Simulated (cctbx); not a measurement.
## A disordered crystal of nominal TmZr3Al2

Cell a = 6.4440 Å, b = 6.4440 Å, c = 3.6040 Å, α = 90.00°, β = 90.00°, γ = 120.00°; space group P6/mmm (no. 191); nominal formula TmZr3Al2.

Simulated single-crystal data (cctbx): Cu Kα, λ = 1.54184 Å, to d = 0.8 Å, 95 % of the full sphere, strongest reflection 40000 counts, noise from counting, a 2 % proportional error and a noise floor of 4 counts (s.d.); no absorption.

With every site full:

```text
Rint 0.018, 75 unique reflections to 0.80 A
cycle     R1     wR2    GooF  max shift (A)
   1  0.0805  0.2932  33.614   0.00000
   3  0.0340  0.1269  14.551   0.00000
final R1 0.0340 wR2 0.1269 GooF 14.551  parameters 7  data/parameter 10.7
atom        x        y        z      Ueq    occ   su(xyz)  su(Uiso or U11)
Tm1    0.00000  0.00000  0.50000   0.0194  1.000  0.00000  0.0013
Zr1    0.50000  0.50000  0.00000   0.0115  1.000  0.00000  0.0012
Al2    0.66667  0.33333  0.50000  -0.0025  1.000  0.00000  0.0021  NPD
difference map: max 3.29 min -1.64 rms 0.54
Q1    0.3333  0.6667  0.5000    2    3.30  0.00 A from Al2
Q2    0.0000  0.5000  0.0000    3    1.76  0.00 A from Zr1
Q3    0.0000  0.0000  0.0000    1    1.36  1.80 A from Tm1
Q4    0.0000  0.0000  0.5000    1    0.82  0.00 A from Tm1
Q5    0.1907  0.3813  0.5000    6    0.53  1.59 A from Al2
Q6    0.1971  0.3942  0.0000    6    0.47  1.72 A from Zr1
```

With the occupancies of the suspect sites free, each still typed as its main element:

```text
Rint 0.018, 75 unique reflections to 0.80 A
cycle     R1     wR2    GooF  max shift (A)
   1  0.0812  0.2626  30.563   0.00000
   8  0.0033  0.0088   1.026   0.00000
final R1 0.0033 wR2 0.0088 GooF 1.021  parameters 9  data/parameter 8.3
atom        x        y        z      Ueq    occ   su(xyz)  su(Uiso or U11)
Tm1    0.00000  0.00000  0.50000   0.0155  0.879  0.00000  0.0001
Zr1    0.50000  0.50000  0.00000   0.0153  1.000  0.00000  0.0001
Al2    0.66667  0.33333  0.50000   0.0148  1.313  0.00000  0.0003
su of occupancy Tm1: 0.002
su of occupancy Al2: 0.005
difference map: max 0.45 min -0.33 rms 0.05
Q1    0.0000  0.0000  0.0000    1    0.45  1.80 A from Tm1
Q2    0.0000  0.0000  0.5000    1    0.27  0.00 A from Tm1
Q3    0.0000  0.1924  0.0000    6    0.21  1.98 A from Zr1
Q4    0.1820  0.3641  0.0000    6    0.21  1.78 A from Zr1
Q5    0.2773  0.5545  0.5000    6    0.17  0.63 A from Al2
Q6    0.3333  0.6667  0.1457    4    0.15  1.28 A from Al2
```

**Question.** What is the disorder?

X-rays count electrons. Tm1 refines to 0.879(0.002), or 60.7 electrons; the site truly holds 0.85 Tm and 0.15 Al, 60.6 electrons, which is 0.878 of Tm; Al2 refines to 1.313(0.005), or 17.1 electrons; the site truly holds 0.925 Al and 0.075 Tm, 17.2 electrons, which is 1.323 of Al. A value under 1 can't tell vacancies from a lighter guest, and one over 1 needs a heavier guest; chemistry or a second radiation must settle which. Occupancy correlates with U and the scale, and the two elements' form factors differ in shape, so the match is approximate.

Freeing them takes R1 from 0.0340 to 0.0033 and GooF from 14.55 to 1.02.

This is a model crystal, built by substitution and not relaxed, with assumed displacement parameters.

[Middle refinement cycles are left out of these outputs.]

[Logs are printed without paths, hosts, clocks, repeated set-up lines and the standing remarks that a program may print on its own settings, such as how far it seeks lower states.]
